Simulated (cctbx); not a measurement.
# Resonant diffraction in Ho2ZnSb4

Space group P-4m2 (no. 115), a = 4.3710 Å, b = 4.3710 Å, c = 9.9940 Å, α = 90.00°, β = 90.00°, γ = 90.00°.

```
atom  mult.    x    y       z  Ueq (Å²)
 Ho1      2    0  1/2  0.2521    0.0069
 Sb1      1    0    0     1/2    0.0082
 Sb2      1  1/2  1/2     1/2    0.0092
 Sb3      2    0  1/2  0.8576    0.0083
 Zn1      1  1/2  1/2       0    0.0097
```

The model was made for the exercise: a known structure type with other elements put in, its volume estimated, not relaxed; displacement parameters are assumed.

Calculated with cctbx: free-atom f′ and f″ from the Sasaki tables, no fine structure; amplitudes in electrons.

```csv
E (eV),F 0 0 2,F 0 1 4,F 0 1 0,F 1 1 3
7471,9.0,39.9,25.8,10.2
7821,5.4,39.9,25.6,10.1
7951,3.0,39.7,25.6,10.2
8011,2.8,39.6,25.5,10.3
8041,4.9,39.5,25.5,10.4
8056,7.6,39.4,25.5,10.5
8063,10.0,39.2,25.5,10.6
8067,12.7,39.1,25.5,10.7
8075,17.8,38.8,25.5,10.8
8079,15.3,38.9,25.5,10.6
8086,13.4,39.1,25.5,10.5
8101,11.9,39.2,25.5,10.4
8131,11.1,39.4,25.5,10.2
8221,11.0,39.6,25.4,10.0
8471,11.8,39.8,25.3,9.7
```

**Question.** Which edge is crossed, and why do the reflections move as they do?

The L3 edge of Ho. The edge is at 8071 eV. f′ of Ho falls from -11.9 e at 7951 eV to -19.0 e at 4 eV below it, and f″ steps from 3.69 to 10.57 e across it. Over that approach |F| changes by +323 % (0 0 2), -2 % (0 1 4), -0 % (0 1 0) and +5 % (1 1 3): a reflection falls where Ho scatters in phase with the total and rises where it scatters against it; it hardly moves where the Ho term is small or cancels by symmetry or lies in quadrature to the total. The f″ term interferes with the normal scattering with opposite sign for the two Friedel mates. The largest Friedel difference in the scan is 11.7 % of the mean (0 1 4, at 8075 eV).

[Logs are printed without paths, hosts, clocks, repeated set-up lines and the standing remarks that a program may print on its own settings, such as how far it seeks lower states.]
